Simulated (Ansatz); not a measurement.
# Structural relaxation of bare NaCl nanocube (64 atoms)

Aim: bring bare NaCl nanocube (64 atoms) to a nearby minimum of the energy and see what moves.

Calculated with Ansatz 0.2.0; Kohn-Sham DFT, PBEsol, PAW (set soft_2), plane waves.

### Step 1. The starting structure

The cell holds 64 atoms: 32 Cl and 32 Na. Its edges and angles: a = 18.460 Å, b = 18.460 Å, c = 18.460 Å, α = 90.0°, β = 90.0°, γ = 90.0°. It derives from NaCl (rock-salt). Block of 4 x 4 x 4 atoms cut along {100} from rock-salt NaCl (a = 5.64 Å), 10 Å of vacuum; minimised with a classical potential. Vacuum lies along a, b and c.

### Step 2. Single point at the start

The forces at the start show how far the geometry lies from a minimum of this functional.

input.yaml reads:

```yaml
crystal:
  lattice:
    - [18.46, 0.0, 0.0]
    - [0.0, 18.46, 0.0]
    - [0.0, 0.0, 18.46]
  atoms:
    - { symbol: Cl, position: [0.2751, 0.2751, 0.2751] }
    - { symbol: Cl, position: [0.26938, 0.26938, 0.57185] }
    - { symbol: Na, position: [0.28189, 0.28189, 0.42521] }
    - { symbol: Na, position: [0.28349, 0.28349, 0.71651] }
    [... 54 atom lines left out ...]
    - { symbol: Na, position: [0.71811, 0.42521, 0.71811] }
    - { symbol: Cl, position: [0.73062, 0.57185, 0.73062] }
    - { symbol: Cl, position: [0.7249, 0.7249, 0.2751] }
    - { symbol: Na, position: [0.71811, 0.71811, 0.42521] }
    - { symbol: Cl, position: [0.73062, 0.73062, 0.57185] }
    - { symbol: Na, position: [0.71651, 0.71651, 0.71651] }
kpoints:
  mp_grid: { grid: [1, 1, 1] }
hamiltonian:
  xc: pbesol
scf:
  occupations: { method: fixed }
output:
  forces: true
  populations: true
  dos:
    method: { smearing: { sigma: 0.15 } }
    de: 0.1
    projected: { site_lists: { Cl: [Cl], Na: [Na] } }
  eigenvalues: true
```

Launch:

```
> ansatz run input.yaml --threads 4 --pin off --max-ram 8192MiB --backend cpu --events-out ev --progress --plain --runs-dir out
```

The job ended after 31 s (4 threads of Intel Xeon 6975P-C (Granite Rapids), shared host; peak memory 5.6 GiB; 1.9 min of CPU time).

Read from the output:

- free energy: -81279.0140 eV
- free energy per atom: -1269.9846 eV/atom
- SCF cycles: 7
- r.m.s. force component: 0.1627 eV/Å
- longest force: 0.4955 eV/Å
- Fermi energy: -4.511 eV
- gap (highest filled to lowest empty level): 4.527 eV
- spilling of the projection: 0.002833

The r.m.s. force component of 0.16 eV/Å sets the starting point.

Neighbours are counted within 3.33 Å (Cl-Na).

Length of the force by element and coordination:

```tsv
element	coordination	atoms	mean length of the force (eV/Å)	spread	least	most
Cl	all	32	0.299	0.101	0.0989	0.495
Cl	3	4	0.495	0	0.495	0.495
Cl	4	12	0.322	0	0.322	0.322
Cl	5	12	0.277	0	0.277	0.277
Cl	6	4	0.0989	0	0.0989	0.0989
Na	all	32	0.243	0.0202	0.200	0.260
Na	3	4	0.200	0	0.200	0.200
Na	4	12	0.247	0	0.247	0.247
Na	5	12	0.260	0	0.260	0.260
Na	6	4	0.221	0	0.221	0.221
```

### Step 3. Relaxation

With the cell held, the atoms are moved downhill towards a nearby minimum.

input.yaml, the sections that differ from step 2:

```yaml
output:
  forces: true
relax:
  f_tol: 0.05
  max_steps: 65
# crystal, kpoints, hamiltonian, scf: as in step 2
```

Wall time 43 s (4 threads); peak memory 5.2 GiB.

Step by step:

```tsv
step	energy less that of the first step (eV)	largest force component (eV/Å)
1	0.0000	0.2861
2	-0.7061	0.0793
3	-0.7620	0.0236
```

The atoms that moved most (Å):

```tsv
atom	dx	dy	dz	length
Na4	0.084	0.084	-0.084	0.146
Na13	0.084	-0.084	0.084	0.146
Na49	-0.084	0.084	0.084	0.146
Na64	-0.084	-0.084	-0.084	0.146
Cl16	0.081	-0.081	-0.081	0.141
Cl52	-0.081	0.081	-0.081	0.141
Cl61	-0.081	-0.081	0.081	0.141
Cl1	0.081	0.081	0.081	0.141
```

The relaxation changed the energy by -11.9 meV/atom, and atoms moved by 0.098 Å r.m.s., 0.15 Å at most.

### Step 4. Local order after relaxation

Bonds before and after, by the cutoffs listed below:

```tsv
pair	bonds before	bonds after	mean before (Å)	mean after (Å)	spread before (Å)	spread after (Å)
Cl-Na	144	144	2.775	2.733	0.080	0.052
```

Normalised to the volume that the atoms fill. g(r), total and by pair (bins of 0.1 Å):

```tsv
r (Å)	total	Cl-Cl	Cl-Na	Na-Na
2.55	0.00	0.00	0.00	0.00
2.65	1.52	0.00	3.03	0.00
2.75	6.35	0.00	12.70	0.00
2.85	0.67	0.00	1.33	0.00
2.95	0.00	0.00	0.00	0.00
3.05	0.00	0.00	0.00	0.00
3.15	0.00	0.00	0.00	0.00
3.25	0.00	0.00	0.00	0.00
3.35	0.00	0.00	0.00	0.00
3.45	0.00	0.00	0.00	0.00
3.55	0.42	0.00	0.00	1.67
3.65	0.00	0.00	0.00	0.00
3.75	0.95	0.75	0.00	3.07
3.85	2.30	4.96	0.00	4.25
3.95	2.06	4.11	0.00	4.13
4.05	0.65	2.60	0.00	0.00
4.15	0.00	0.00	0.00	0.00
4.25	0.00	0.00	0.00	0.00
4.35	0.00	0.00	0.00	0.00
4.45	0.09	0.00	0.18	0.00
4.55	0.00	0.00	0.00	0.00
4.65	0.33	0.00	0.65	0.00
4.75	0.94	0.00	1.88	0.00
4.85	0.76	0.00	1.52	0.00
4.95	0.00	0.00	0.00	0.00
5.05	0.00	0.00	0.00	0.00
5.15	0.00	0.00	0.00	0.00
5.25	0.00	0.00	0.00	0.00
5.35	0.37	0.74	0.00	0.75
5.45	0.36	0.00	0.00	1.45
5.55	0.69	2.08	0.00	0.70
5.65	0.00	0.00	0.00	0.00
5.75	0.00	0.00	0.00	0.00
5.85	0.31	0.00	0.62	0.00
5.95	0.00	0.00	0.00	0.00
6.05	1.17	0.00	2.34	0.00
6.15	0.84	0.00	1.68	0.00
6.25	1.09	0.00	2.18	0.00
6.35	0.13	0.00	0.00	0.52
6.45	0.00	0.00	0.00	0.00
6.55	0.00	0.00	0.00	0.00
6.65	0.72	0.48	0.00	2.40
6.75	0.70	1.39	0.00	1.39
6.85	0.57	2.29	0.00	0.00
```

Bonds by pair of elements; cutoffs follow the first minimum of g(r), held within bounds set by covalent radii, and pairs that aren't listed don't count as bonded:

```tsv
pair A-B	cutoff (Å)	bonds	mean length (Å)	spread (Å)	shortest (Å)	B about A	A about B
Cl-Na	3.23	144	2.73	0.052	2.62	4.5	4.5
```

How many atoms have how many bonded neighbours:

```tsv
element	mean	3	4	5	6
Cl	4.5	4	12	12	4
Na	4.5	4	12	12	4
```

Bond angles, per cent of each kind in bins of 5°:

```tsv
angle (°)	Cl-Na-Cl	Na-Cl-Na
80–85	0.0	18.2
85–90	27.3	45.5
90–95	45.5	18.2
95–100	4.5	0.0
100–105	4.5	0.0
105–110	0.0	0.0
110–115	0.0	0.0
115–120	0.0	0.0
120–125	0.0	0.0
125–130	0.0	0.0
130–135	0.0	0.0
135–140	0.0	0.0
140–145	0.0	0.0
145–150	0.0	0.0
150–155	0.0	0.0
155–160	0.0	0.0
160–165	0.0	0.0
165–170	0.0	4.5
170–175	0.0	9.1
175–180	18.2	4.5
```

Bond angles (no mean is given where the spread exceeds 20°):

```tsv
angle	count	mean (°)	spread (°)
Cl-Na-Cl	264	-	-
Na-Cl-Na	264	-	-
```

Bond length by coordination (bonds to H left out):

```tsv
element	coordination	atoms	mean bond length (Å)
Cl	3	4	2.67
Cl	4	12	2.73
Cl	5	12	2.74
Cl	6	4	2.77
Na	3	4	2.62
Na	4	12	2.70
Na	5	12	2.75
Na	6	4	2.8
```

For some of the pairs, g(r) has its first main peak near 3.91 Å (Cl-Cl) and 2.74 Å (Cl-Na). With the cutoffs above, 38 % of Cl atoms have 4 and as many 5 and 38 % of Na atoms have 4 and as many 5 bonded neighbours. Bonds at Cl atoms with 3 neighbours average 2.67 Å, against 2.77 Å at those with 6.

### Step 5. Single point at the relaxed geometry

The electronic structure is read at the final geometry, in a run of its own.

input.yaml reads:

```yaml
crystal:
  lattice:
    - [18.46, 0.0, 0.0]
    - [0.0, 18.46, 0.0]
    - [0.0, 0.0, 18.46]
  atoms:
    - { symbol: Cl, position: [0.27951, 0.27951, 0.27951] }
    - { symbol: Cl, position: [0.27433, 0.27433, 0.57126] }
    - { symbol: Na, position: [0.28139, 0.28139, 0.42385] }
    - { symbol: Na, position: [0.28806, 0.28806, 0.71194] }
    [... 54 atom lines left out ...]
    - { symbol: Na, position: [0.71861, 0.42385, 0.71861] }
    - { symbol: Cl, position: [0.72567, 0.57126, 0.72567] }
    - { symbol: Cl, position: [0.72049, 0.72049, 0.27951] }
    - { symbol: Na, position: [0.71861, 0.71861, 0.42385] }
    - { symbol: Cl, position: [0.72567, 0.72567, 0.57126] }
    - { symbol: Na, position: [0.71194, 0.71194, 0.71194] }
kpoints:
  mp_grid: { grid: [1, 1, 1] }
hamiltonian:
  xc: pbesol
scf:
  occupations: { method: fixed }
output:
  forces: true
  populations: true
  dos:
    method: { smearing: { sigma: 0.15 } }
    de: 0.1
    projected: { site_lists: { Cl: [Cl], Na: [Na] } }
  eigenvalues: true
  write_density: true
  write_potential: true
  volumetric_format: npy
```

It took 30 s on 4 threads; peak memory 5.7 GiB; 1.9 min of CPU time.

The program notes that the exchange-correlation potential is rough where the density is thin.

The run gave:

```
free energy                                      : -81279.7760 eV
free energy per atom                             : -1269.9965 eV/atom
SCF cycles                                       : 8
r.m.s. force component                           : 0.01178 eV/Å
longest force                                    : 0.03216 eV/Å
Fermi energy                                     : -4.561 eV
gap (highest filled to lowest empty level) : 4.809 eV
spilling of the projection                       : 0.002748
```

Löwdin charges by element and coordination (they lack the spilled electrons, 0.022 e an atom on average):

```tsv
element	coordination	atoms	mean charge (e)	spread	least	most
Cl	all	32	-0.696	0.0183	-0.725	-0.663
Cl	3	4	-0.725	0	-0.725	-0.725
Cl	4	12	-0.708	0	-0.708	-0.708
Cl	5	12	-0.686	0	-0.686	-0.686
Cl	6	4	-0.663	0	-0.663	-0.663
Na	all	32	0.740	0.0334	0.680	0.796
Na	3	4	0.796	0	0.796	0.796
Na	4	12	0.760	0	0.760	0.760
Na	5	12	0.722	0	0.722	0.722
Na	6	4	0.680	0	0.680	0.680
```

Density of states as counts of states in windows of 1 eV (from the Fermi level), total and the larger projections:

```tsv
from (eV)	to (eV)	total	Cl p
-10	-3	0.0	0.0
-3	-2	3.5	3.1
-2	-1	71.2	66.3
-1	0	113.2	111.4
0	1	4.1	4.0
1	4	0.0	0.0
4	5	2.1	0.0
```

With fixed occupations the program's Fermi level is the highest filled level; weight inside the gap is the broadening of levels at its edges.

Between -26 and -10 eV lie 256 more states.

The stored curve holds about 448 of the 512 electrons; the rest, give or take the few that broadening carries across the Fermi level, lie in deeper levels below its range.

The levels nearest the highest filled one (over half full), pooled over k-points and spins:

```tsv
level less the highest filled one (eV)	occupation
-0.170	2
-0.170	2
-0.0917	2
0	2
0	2
0	2
4.81	0
5.19	0
5.19	0
5.19	0
5.68	0
5.68	0
```

Mean Löwdin charges: Cl -0.70, Na +0.74 e.

### Step 6. What came out

- energy change in the relaxation: -11.91 meV/atom
- r.m.s. displacement: 0.098 Å
- largest displacement: 0.146 Å
- free energy per atom: -1269.9965 eV/atom
- r.m.s. force component: 0.01178 eV/Å
- gap (highest filled to lowest empty level): 4.809 eV
- wall time of the 3 DFT runs: 1.7 min

What this shows: Relaxation lowers the energy by 11.9 meV/atom and moves atoms by 0.098 Å r.m.s.; the r.m.s. force component goes from 0.16 to 0.012 eV/Å, and the gap from 4.53 to 4.81 eV. By the final cutoffs no bond was broken or made. From the first step to the last the energy fell by 0.762 eV, and the largest move was 0.15 Å (Na4, with 3 other atoms within 2 % of it). The Cl-Na bonds go from 2.775 Å (spread 0.080) to 2.733 Å (spread 0.052). With the cutoffs above, 38 % of Cl atoms have 4 and as many 5 and 38 % of Na atoms have 4 and as many 5 bonded neighbours. The highest filled and lowest empty levels differ by 4.81 eV (at Γ alone); a semilocal functional tends to put such gaps too low.

**Limits.** The name gives the shape as built, which the classical minimisation can have changed.

[Logs are printed without paths, hosts, clocks, repeated set-up lines and the standing remarks that a program may print on its own settings, such as how far it seeks lower states.]

[Hosts, paths, dates, database ids (printed as entryN), source tags and the programs' standing remarks are cut or masked in the printed files.]
